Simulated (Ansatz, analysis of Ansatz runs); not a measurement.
# CdWO4 (P2/c): a line between two O sites for an added hole, part 3 of 3

Question: does an added hole stay on the O atom where it is started in CdWO4 (P2/c), and if so, how high is the barrier for a hop to another O site nearby? Model: a cell of 72 host atoms.

Ansatz 0.2.0; plane-wave PAW DFT, PBEsol+U; relaxation of all atoms of a supercell at fixed charge in a uniform background; PAW set soft_1.

So far. Step 3 (The hole on the first site): The largest changes of the moments are 0.82 μB on O71, 0.02 μB on O68 and -0.02 μB on W47. The largest part sits on the chosen site. Step 4 (The hole on the second site): The largest changes of the moments are 0.84 μB on O21, 0.03 μB on O71 and 0.02 μB on O30. The largest part sits on the chosen site.

**5. Points on the line between the two structures**

Level of this step: plane-wave PAW DFT, PBEsol+U; single point of a supercell at fixed charge in a uniform background; PAW set soft_1 (Ansatz).

All atoms move on the straight line between the two relaxed structures, 5.84 amu^1/2 Å long in mass-weighted terms. Each point starts from the state of the point before, once from either end, so that both localised states can be followed; the midpoint is also started with the carrier shared.

Input file A.x0500/input.yaml:

```yaml
crystal:
  lattice:
    - [10.02752994, 5.89624109, 0.00166055]
    - [-5.01376497, 5.89624109, -0.00083027]
    - [-0.21088097, 0.0, 10.1137867]
  atoms:
    - { symbol: Cd, position: [0.064144, 0.626026, 0.374802] }
    - { symbol: Cd, position: [0.391682, 0.290324, 0.371776] }
[... 18 atom lines left out ...]
    - { symbol: O, position: [0.702372, 0.191906, 0.469556] }
[... 1 atom line left out ...]
    - { symbol: O, position: [0.569624, 0.328626, 0.281668] }
[... 23 atom lines left out ...]
    - { symbol: W, position: [0.617031, 0.226707, 0.635689] }
[... 2 atom lines left out ...]
    - { symbol: O, position: [0.63273, 0.455671, 0.527039] }
[... 17 atom lines left out ...]
    - { symbol: O, position: [0.626785, 0.013458, 0.694022] }
[... 2 atom lines left out ...]
    - { symbol: O, position: [0.464508, 0.173728, 0.55756], spin: 1.0 }
    - { symbol: O, position: [0.79547, 0.835431, 0.557918] }
total_charge: 1
basis:
  ecutwfc: 420
  xc_grid: 2
hamiltonian:
  xc: pbesol
  hubbard:
    sites: [{ species: O, l: p, u_eff: 6.0 }]
    projectors: ortho-atomic
  pseudopotentials: { kind: paw, azcp: { folder: soft_1 }, xc_functional: pbe }
kpoints:
  mp_grid: { grid: [1, 1, 1] }
magnetization:
  spin_polarized: true
  initial_magnetization: 1
  spin_locking: { lock_magnetization: hard }
scf:
  occupations: { method: fermi_dirac, width: 0.01 }
  max_iter: 120
  lower_state_search: "off"
output:
  forces: true
  eigenvalues: true
  eigenstates: { localisation: true }
  write_density: true
  write_potential: true
  volumetric_format: npy
checkpoint:
  read: "../A.x0375.run"
  write: "../A.x0500.run"
  compress: false
  write_wavefunctions: true
  write_every: 100000
```

Run with:

```sh
ansatz run input.yaml --threads 8 --pin off --max-ram 17899MiB --backend cpu --events-out ev --progress --plain --runs-dir out
```

Numbers of over 12 decimals in the logs are rounded to 6 here.

Output:

```text
[...]
Warning: checkpoint.read: the run can stay near the saved state's solution: 72 site(s) moved relative to the saved geometry (max |Δs| = 3.838e-3 fractional); [...]
[...]
Crystal: 72 atoms, lattice volume = 896.966 Å³
Basis set: ecut = 420 eV, 17501 PW (Γ), exchange–correlation on 160×108×144 points (8 copies of the dense FFT grid, shifted against one another)
Bands: 420, of which v1, the nominal top of the filled ones, is band 348 counted from 1 (347 counted from 0)
Symmetry: 1 space group operations
[...]
k-points: 1
[...]
Starting moments: Σ|m| = 1 μB on 1 of 72 sites; this step starts from the density that it was given
[...]
iter 1 solved again at ethr=4.83e-6 eV; its pass at ethr=3.10e-3 eV (dr2=3.36e-2 eV) is discarded
[...]
SCF iter  31: F=—  HF=-248124.760354 eV  |F-HF|=—  |Δ(HF+E_count)|=   3.32e-3  Δρ=4.57e-4 (↑8.31e-5 ↓4.57e-4)  dr2=1.09e-3  dr2_m=4.99e-4  M=1.000 μB ∫|m|=1.561 μB  ethr=1.88e-8  ⟨swp⟩=6.0  Hψ=4163  notcnv=0
[...]
iteration 31: the SCF's residuals had fallen too slowly under its mixing. It goes on by minimising its free energy, and can end on another state than longer mixing would; [...]
SCF iter  32: F=—  HF=-248124.775932 eV  |F-HF|=—  |Δ(HF+E_count)|=   1.56e-2  Δρ=5.85e-4 (↑5.85e-4 ↓2.66e-4)  dr2=4.53e-3  dr2_m=4.93e-4  M=1.000 μB ∫|m|=1.609 μB  ethr=1.88e-8  ⟨swp⟩=5.0  Hψ=4686  notcnv=0
[...]
SCF iter  39: F=-248124.805092 eV  HF=-248124.805092 eV  |F-HF|=1.70e-8  |Δ(HF+E_count)|=    0.00e0  Δρ=7.58e-7 (↑7.58e-7 ↓7.39e-7)  dr2=2.02e-8  dr2_m=7.37e-10  M=1.000 μB ∫|m|=1.836 μB  ethr=2.91e-12  ⟨swp⟩=5.0  Hψ=4706  notcnv=0
SCF 1 converged in 39 iterations: F = -248124.805092 eV  dr2 = 2.02e-8
[...]
SCF converged after 39 iterations
Stability not told: the SCF's own minimisation came to no verdict on its close; the lowest value that the minimisation read is 1.2e-1 (residual 1.3e-2): no lower mode is shown, and none is ruled out
Magnetization: 1.0000 μB (348.0000 up, 347.0000 down)
Absolute magnetization: 1.8387 μB (∫|ρ↑−ρ↓|, with the PAW one-centre terms)
[...]
Per-site moments (μB) at R_I (Å): [(0.000504786, 0.916418), (0.00543468, 0.910875), (0.00410785, 0.905520), [... 69 left out ...]
Free energy (F): -248124.805092 eV
[...]
Internal energy: -248124.805092 eV  (E = F + TS)
E sigma→0 (E₀):  -248124.805092 eV
Fermi energy:    8.631418 (↑ 9.335786, ↓ 8.631418) eV
[...]
--- Forces (eV/Å), atoms counted from 1 ---
  atom   1  Cd     0.00469747     0.00714151    -0.00187389
  atom   2  Cd    -0.06222742     0.04287828    -0.01250233
  [... 6 atoms left out ...]
  atom   9  W     -0.24861102     0.06157354    -0.00995243
  [... 11 atoms left out ...]
  atom  21  O     -0.36830500    -0.25236062     0.34916187
  [... 1 atom left out ...]
  atom  23  O     -0.02154397    -0.02712561     0.04832685
  [... 5 atoms left out ...]
  atom  29  O      0.00572120    -0.01594992    -0.03281002
  [... 17 atoms left out ...]
  atom  47  W     -0.05236017    -0.18006448    -0.53547940
  [... 2 atoms left out ...]
  atom  50  O      0.01574188     0.29679650    -0.18923745
  [... 8 atoms left out ...]
  atom  59  O     -0.03154181     0.07763065     0.21391861
  [... 8 atoms left out ...]
  atom  68  O      0.24371524    -0.15506700     0.16667606
  [... 2 atoms left out ...]
  atom  71  O      0.43657681     0.31254962    -0.02354058
  [... 1 atom left out ...]
  max |Σ_I F_I| component: 6.67e-5 eV/Å
--- Band table (eV) ---
[...]
Occupation matrices written to <dir>
```

The job ended after 3.2 min (8 threads of Arm Neoverse V1, shared host; peak memory 2.9 GiB).

States next to the filling edge at the first k-point, on the run's own zero (eigenstates.tsv). The participation number counts the atoms that a state is spread over, of 72; bands count from 0.

```
spin  band  energy (eV)  occupation  participation  largest share on  share
down   341        7.402        1.00           45.2               O60   0.04
down   342        7.479        1.00           28.1               O23   0.08
down   343        7.540        1.00           40.2               O58   0.05
down   344        7.619        1.00           36.7               O24   0.05
down   345        7.620        1.00           45.4               O34   0.04
down   346        7.771        1.00            7.1               O21   0.23
down   347        9.492        0.00            2.9               O21   0.45
down   348       11.266        0.00            8.6               W47   0.29
down   349       11.424        0.00           21.5                W7   0.09
down   350       11.463        0.00           13.8               W11   0.18
down   351       11.555        0.00           27.1                W9   0.08
  up   342        7.349        1.00           37.0               O65   0.05
  up   343        7.406        1.00           40.8               O67   0.04
  up   344        7.482        1.00           26.3               O18   0.09
  up   345        7.537        1.00           37.0               O16   0.05
  up   346        7.612        1.00           32.8               O24   0.06
  up   347        7.619        1.00           34.1               O34   0.05
  up   348       11.049        0.00            3.0               W47   0.56
  up   349       11.383        0.00           13.0               W47   0.18
  up   350       11.426        0.00           20.6               W46   0.10
  up   351       11.454        0.00           15.7               W11   0.16
  up   352       11.557        0.00           26.3                W9   0.08
```

Under PBEsol+U (6 eV) at the zone centre alone, the highest filled state is spin down, spread over 7 of 72 atoms, and the lowest empty one, 1.72 eV above it, is spin down, spread over 3 of 72 atoms.

The largest moments in the atoms' spheres: O21 0.56, O71 0.56, W47 -0.11, O30 0.02, O59 -0.02, O23 0.01 μB.

Spin density in the bc plane at fractional x = 0.582, through the centre, with atoms of Cd and W and O within 0.45 Å of it.

Ten even steps from '0' (-0.11 e/Å³) to '9' (0.02 e/Å³), each cell a mean:
```
8888888888888888888888
8888888888888888888888
8888888888888888888888
8888888888888888888888
8888887578888888888888
8888888778888888888888
8888788888888888888888
8887446888888888888888
8877425788888888888888
8763257888888888888888
8752036888888888888888
8765457888888888888888
8887777888888888888888
8888888888888888888888
8888888888888888888888
8888888888888888888888
8888889988888888888888
8888888988888888888888
8888888888888888888888
8888888888888888888888
8888888888888888888888
8888888888888888888888
8888888888888888888888
8888888888888888888888
```
Columns run along b (7.7 Å), rows up along c (10.1 Å). Atoms in or near the plane, at fractional coordinates: Cd at (0.71, 0.12), W at (0.22, 0.12), O at (0.33, 0.28), Cd at (0.71, 0.62), W at (0.23, 0.64), O at (0.34, 0.78).

Valence density in the bc plane at fractional x = 0.582, through the centre, with atoms of Cd and W and O within 0.45 Å of it. It is the smooth field of the valence electrons, not physical close to the nuclei.

Ten steps, logarithmic in the rise over the least value, from '0' (0 e/Å³) to '9' (15 e/Å³), each cell a mean:
```
0000100123321001245531
0000000011110000246531
0000001211000000134321
0000023543100000011110
1000136774200000000001
3211246774200000000012
5432345553100123311135
6545665321001367752135
4336776311111589973123
1125665323222479963101
0012443235432246642100
0001111235532112233310
0000000123321001245531
0000000011110000245531
0000001211000000134321
0000024542100000011110
1000146774200000000001
3211246774200000000012
5432345542100123321135
6545665321001367752235
4346776311111489973123
1236775323322479973111
0024553234542256642100
0001221134542112223210
```
Columns run along b (7.7 Å), rows up along c (10.1 Å). Atoms in or near the plane, at fractional coordinates: Cd at (0.71, 0.12), W at (0.22, 0.12), O at (0.33, 0.28), Cd at (0.71, 0.62), W at (0.23, 0.64), O at (0.34, 0.78).

Electrostatic potential energy in the bc plane at fractional x = 0.582, through the centre, with atoms of Cd and W and O within 0.45 Å of it. With pseudopotentials it is smooth inside the atoms' cores, unlike the true potential.

Ten even steps from '0' (-32 eV) to '9' (16 eV), each cell a mean:
```
9999999999999999974589
9999999999999999973489
9999999999999999997899
9999998668999999999999
9999983116999999999999
9998873016999999999999
4686444469999876789996
3562001589998643358985
7750000479998532236998
9862001588998532247999
9986445786689754468999
9998888985589988888999
9999999998899999974589
9999999999999999973489
9999999999999999998899
9999997579999999999999
9999972017999999999999
9999872017999999999999
4786555469999876789985
3652003689998643357984
7730000589998532236898
9740001589998532246999
9864224786689754458999
9988778896579988888999
```
Columns run along b (7.7 Å; values clipped at the 3rd and 97th percentile), rows up along c (10.1 Å). Atoms in or near the plane, at fractional coordinates: Cd at (0.71, 0.12), W at (0.22, 0.12), O at (0.33, 0.28), Cd at (0.71, 0.62), W at (0.23, 0.64), O at (0.34, 0.78).

Free energies from the first end:

```
started from  fraction  energy (eV)  moment change on O71 (μB)  on O21 (μB)
  first site         0        0.000                       0.82         0.02
  first site     0.125        0.037                       0.80         0.02
  first site      0.25        0.143                       0.79         0.04
  first site     0.375        0.313                       0.76         0.07
  first site       0.5        0.473                       0.56         0.56
  first site     0.625        0.336                       0.18         0.77
 second site     0.875        0.049                       0.05         0.83
 second site      0.75        0.164                       0.09         0.81
 second site     0.625        0.336                       0.18         0.77
 second site       0.5        0.473                       0.56         0.56
 second site     0.375        0.313                       0.76         0.07
      shared       0.5        0.473                       0.56         0.56
 second site         1        0.009                       0.03         0.84
```

**6. Results**

| Item | Value |
| --- | --- |
| barrier forward | 0.47 eV |
| barrier backward | 0.46 eV |
| distance of the two sites without the carrier | 2.88 Å |
| carrier at the midpoint | shared |

In words: On this line the hole must cross 0.47 eV to hop 2.88 Å; the ends differ by 0.009 eV, the sites not being alike by symmetry. At the midpoint the lowest state found shares the carrier between both sites, and no finished start kept it on one. That fits an adiabatic hop but does not prove it, since self-interaction left by this U favours sharing too. With an assumed attempt frequency of 1e13 per second the rate at 300 K would be 1e+05 per second for this barrier, if every crossing succeeded. A straight line need not be the lowest path, so the true barrier at this U can be lower, or higher if the ends can still break their symmetry. A shorter hop, 2.74 Å to O50, was not computed. No run compares the localised hole with one spread in the band, so its binding is unknown and the barrier may exceed it. The program's search for lower electronic states was switched off in all runs, so that each state is followed; none is shown to be the lowest at its structure. No image-charge correction is applied; it nearly cancels along the line while the charge stays localised. Keep in mind: sampling at the zone centre alone can move energies of charged and open-shell states by tenths of an eV or more in cells of this size; the images are only 7.7 Å apart; gap and trapping depend on the U chosen (O p 6.0 eV); spin–orbit coupling, which can matter with heavy atoms, is left out.

[Logs are printed without paths, hosts, clocks, repeated set-up lines and the standing remarks that a program may print on its own settings, such as how far it seeks lower states.]

[Hosts, paths, dates, database ids (printed as entryN), source tags and the programs' standing remarks are cut or masked in the printed files.]
